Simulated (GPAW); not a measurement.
# Work function of Si/Ta(110) at several levels, part 2 of 2

Aim: the work function of both faces of Si/Ta(110), and its spread over functionals and bases.

GPAW 26.7.0; GPAW, PAW setups; slab in vacuum, relaxation (the session's first sound run).

So far, upper work function (eV): step 2 (relaxation, PBE, GPAW) 5.29; step 5 (self-consistent run: xc = "revPBE") 5.23; step 6 (OptPBE vdW: xc = "optPBE-vdW", GPAW, PAW setups, GPAW) 5.44; step 7 (self-consistent run: xc = "RPBE") 5.23; step 8 (self-consistent run: xc = "LDA") 5.44.

### 9. Real-space grid: mode = "fd"

A real-space grid is a second complete basis, so it checks the plane-wave result.

run.py reads:

```python
import json
import numpy as np
from ase import Atoms
from gpaw import GPAW

slab = Atoms(
    ['Ta', 'Ta', 'Ta', 'Ta', 'Si'],
    positions=[
        [0.00000, 0.00000, 9.00000],
        [2.34052, -0.00000, 11.34052],
        [-0.01289, -0.00000, 13.68588],
        [2.31433, -0.00000, 16.02108],
        [4.32261, -0.00000, 18.13083]],
    cell=[[2.34052, -1.655, 0.0], [2.34052, 1.655, 0.0], [0.0, 0.0, 27.506]],
    pbc=[True, True, False])

slab.calc = GPAW(mode='fd', h=0.18, xc='PBE', kpts={'size': (12, 12, 1), 'gamma': True},
                 occupations={'name': 'fermi-dirac', 'width': 0.1}, nbands='200%',
                 convergence={'density': 1e-05}, maxiter=200,
                 poissonsolver={'dipolelayer': 'xy'},
                 symmetry={'tolerance': 1e-3}, txt='slab.txt')
result = {}
energy = slab.get_potential_energy()
fermi = slab.calc.get_fermi_level()
v = slab.calc.get_electrostatic_potential().mean((0, 1)) - fermi
n = slab.calc.get_pseudo_density().mean((0, 1))
L = slab.cell[2, 2]
z = np.arange(len(v)) * L / len(v)
low, high = slab.positions[:, 2].min(), slab.positions[:, 2].max()
below, above = np.interp([low - 6.8, high + 6.8], z, v)
slopes = [np.interp(x, z, np.gradient(v, z)) for x in (low - 6.8, high + 6.8)]
eps = np.array([[slab.calc.get_eigenvalues(k, s) for k in range(len(slab.calc.get_ibz_k_points()))]
                for s in range(slab.calc.get_number_of_spins())]) - fermi
top, bottom = eps[eps < 0].max(), eps[eps > 0].min()
dipole = slab.get_dipole_moment()[2]
print(f'energy {energy:.4f} eV, Fermi level {fermi:.4f} eV, dipole {dipole:.5f} e A')
print(f'potential 6.8 A off the faces, from the Fermi level: lower {below:.4f} eV, upper {above:.4f} eV')
print(f'slope of the potential there: lower {slopes[0]:.5f}, upper {slopes[1]:.5f} eV/A')
print(f'nearest levels on the mesh: {top:.4f} and {bottom:.4f} eV')
print('magnetic moment', round(slab.get_magnetic_moment(), 3))
result.update(energy=energy, fermi=fermi, dipole=dipole, below=below, above=above, slopes=slopes, edges=[top, bottom],
              z=z.tolist(), v=v.tolist(), n=n.tolist(), positions=slab.positions.tolist(),
              forces=slab.get_forces(apply_constraint=False).tolist(), moments=slab.get_magnetic_moments().tolist())
json.dump(result, open('result.json', 'w'))
```

Command:

```
> OMP_NUM_THREADS=1 OPENBLAS_NUM_THREADS=1 python run.py
```

The program printed:

```text
energy -43.1988 eV, Fermi level -5.0385 eV, dipole -0.02193 e A
potential 6.8 A off the faces, from the Fermi level: lower 4.7823 eV, upper 5.2946 eV
slope of the potential there: lower -0.00002, upper 0.00000 eV/A
nearest levels on the mesh: -0.0015 and 0.0085 eV
magnetic moment 0.0
```

It took 24 min on 1 thread of Arm Neoverse V2, shared host; peak memory 2.1 GiB.

Numbers from this step:

| Item | Value |
| --- | --- |
| dipole along the normal | -0.02193 e·Å |
| levels nearest the Fermi level on the mesh | -0.001519, 0.008501 eV from the Fermi level |
| upper work function | 5.295 eV |
| lower work function | 4.782 eV |

The upper face's work function is 5.295 eV, against 5.294 eV in the first plane-wave PBE run at this geometry.

### 10. Atomic orbitals: mode = "lcao"

Atom-centred orbitals end a few angstrom from the surface, which tests how much the density's tail matters.

Edit run.py of step 9 so:

```diff
@@ -16,4 +16,4 @@
 
-slab.calc = GPAW(mode='fd', h=0.18, xc='PBE', kpts={'size': (12, 12, 1), 'gamma': True},
-                 occupations={'name': 'fermi-dirac', 'width': 0.1}, nbands='200%',
+slab.calc = GPAW(mode='lcao', basis='dzp', h=0.18, xc='PBE', kpts={'size': (12, 12, 1), 'gamma': True},
+                 occupations={'name': 'fermi-dirac', 'width': 0.1}, nbands='120%',
                  convergence={'density': 1e-05}, maxiter=200,
```

The program printed:

```text
energy -42.0650 eV, Fermi level -5.0143 eV, dipole -0.01900 e A
potential 6.8 A off the faces, from the Fermi level: lower 4.7924 eV, upper 5.2362 eV
slope of the potential there: lower 0.00000, upper 0.00000 eV/A
nearest levels on the mesh: -0.0058 and 0.0074 eV
magnetic moment 0.0
```

The job ended after 36 min (1 thread; peak memory 0.51 GiB).

Numbers from this step:

- dipole along the normal: -0.01900 e·Å
- levels nearest the Fermi level on the mesh: -0.005822, 0.007413 eV from the Fermi level
- upper work function: 5.236 eV
- lower work function: 4.792 eV

The electrostatic potential energy of an electron (without an applied field's), less the Fermi level, planar mean oscillates, so the rows of the table below give means over windows of 2.35 Å about each position, cut where the curve ends. Its maxima inside the range that stand out by 2 % of the span (Å: eV): 10.1: -1.35, 12.5: -1.26, 14.8: -1.31, 17.2: -2.21. Its minima: 9.0: -25.4, 11.3: -25.2, 13.7: -25.2, 16.0: -25.3, 18.1: -16.3.

The electrostatic potential energy of an electron (without an applied field's), less the Fermi level, planar mean by z; means over each step:

| z (Å) | electrostatic potential energy of an electron (without an applied field's), less the Fermi level, planar mean (eV) |
| --- | --- |
| 1.18 | 4.80 |
| 3.53 | 4.79 |
| 5.88 | 4.65 |
| 8.23 | -8.80 |
| 10.58 | -11.8 |
| 12.93 | -11.7 |
| 15.28 | -11.8 |
| 17.63 | -8.57 |
| 19.98 | 3.91 |
| 22.33 | 5.24 |
| 24.68 | 5.24 |
| 27.03 | 5.24 |

The upper face's work function is 5.236 eV, against 5.294 eV in the first plane-wave PBE run at this geometry.

### 11. All levels side by side

Times are for 1 thread of Arm Neoverse V2, shared host. The series side by side:

| no. | run | upper work function (eV) | lower work function (eV) | time | memory (GiB) |
| --- | --- | --- | --- | --- | --- |
| 1 | pw | 5.294 | 4.782 | 4 min | 0.35 |
| 2 | vdW DF2 | 5.515 | 4.996 | 4.6 min | 0.48 |
| 3 | revPBE | 5.229 | 4.681 | 3.8 min | 0.35 |
| 4 | optPBE vdW | 5.444 | 4.934 | 3.8 min | 0.48 |
| 5 | RPBE | 5.231 | 4.667 | 4.2 min | 0.35 |
| 6 | LDA | 5.443 | 5.004 | 3.9 min | 0.35 |
| 7 | fd | 5.295 | 4.782 | 24 min | 2.1 |
| 8 | lcao | 5.236 | 4.792 | 36 min | 0.51 |

### 12. Side by side

Results and costs are gathered.

This step: comparison of work functions, dipole and cost (GPAW 26.7.0).

Ladder, by row:

| step | code | work function, upper (eV) | work function, lower (eV) | dipole (e Å) | wall time (s) | peak memory (GiB) | threads |
| --- | --- | --- | --- | --- | --- | --- | --- |
| pw | GPAW | 5.294 | 4.782 | -0.02204 | 241.9 | 0.35 | 1 |
| vdW-DF2 | GPAW | 5.515 | 4.996 | -0.02232 | 275.6 | 0.48 | 1 |
| revPBE | GPAW | 5.229 | 4.681 | -0.02356 | 228.9 | 0.35 | 1 |
| optPBE-vdW | GPAW | 5.444 | 4.934 | -0.02196 | 230.3 | 0.48 | 1 |
| RPBE | GPAW | 5.231 | 4.667 | -0.02425 | 252.5 | 0.35 | 1 |
| LDA | GPAW | 5.443 | 5.004 | -0.0189 | 232.2 | 0.35 | 1 |
| fd | GPAW | 5.295 | 4.782 | -0.02193 | 1433 | 2.09 | 1 |
| lcao | GPAW | 5.236 | 4.792 | -0.019 | 2138 | 0.51 | 1 |

### 13. A changed run

One more run, with changed settings.

This step: GPAW, PAW setups; slab in vacuum (GPAW 26.7.0).

Edit run.py of step 10 so:

```diff
@@ -3,3 +3,3 @@
 from ase import Atoms
-from gpaw import GPAW
+from gpaw import GPAW, PW
 
@@ -16,5 +16,5 @@
 
-slab.calc = GPAW(mode='lcao', basis='dzp', h=0.18, xc='PBE', kpts={'size': (12, 12, 1), 'gamma': True},
-                 occupations={'name': 'fermi-dirac', 'width': 0.1}, nbands='120%',
-                 convergence={'density': 1e-05}, maxiter=200,
+slab.calc = GPAW(mode=PW(400), xc='PBE', kpts={'size': (1, 1, 1), 'gamma': True},
+                 occupations={'name': 'fermi-dirac', 'width': 0.1}, nbands='200%',
+                 convergence={'density': 1e-05}, maxiter=50,
                  poissonsolver={'dipolelayer': 'xy'},
```

The program printed:

```text
energy -48.5124 eV, Fermi level 1.9895 eV, dipole 0.02983 e A
potential 6.8 A off the faces, from the Fermi level: lower 6.0072 eV, upper 5.3076 eV
slope of the potential there: lower -0.00005, upper 0.00000 eV/A
nearest levels on the mesh: -0.0061 and 0.0434 eV
magnetic moment 0.0
```

The job ended after 10 s (1 thread; peak memory 0.17 GiB).

The run finished. A setting was moved off its sound value on purpose, so it serves as a test and not as the result.

The fault put into the input: one k-point (kpts = [1, 1]).

Side by side:

| quantity | this run | sound run | difference |
| --- | --- | --- | --- |
| dipole along the normal (e·Å) | 0.029828 | -0.022036 | 0.0519 |
| upper work function (eV) | 5.3076 | 5.2943 | 0.0132 |
| lower work function (eV) | 6.0072 | 4.7824 | 1.22 |

The dipole along the normal changes sign: 0.0298 e·Å against -0.0220 e·Å.

### 14. Outcome

```
work function, upper and lower face : 5.294 and 4.782 eV
dipole along the normal             : -0.0220 e Å
```

With plane waves and PBE the work function is 5.29 eV on the upper face and 4.78 eV on the lower. The two faces differ by 0.51 eV, the step that the slab's dipole makes (e p/(ε0 A) gives 0.51 eV), so the dipole layer is needed. Over the sound runs of the table the upper face's work function spans 5.229 (revPBE) to 5.515 eV (vdW-DF2). The cell of 7.75 Å² holds one Si, started on one chosen site; other sites and coverages weren't tried. The in-plane lattice was kept as typed, which isn't the functional's own and leaves some strain; spin-orbit coupling and temperature are left out.

[Logs are printed without paths, hosts, clocks, repeated set-up lines and the standing remarks that a program may print on its own settings, such as how far it seeks lower states.]

[Hosts, paths, dates, database ids (printed as entryN), source tags and the programs' standing remarks are cut or masked in the printed files.]
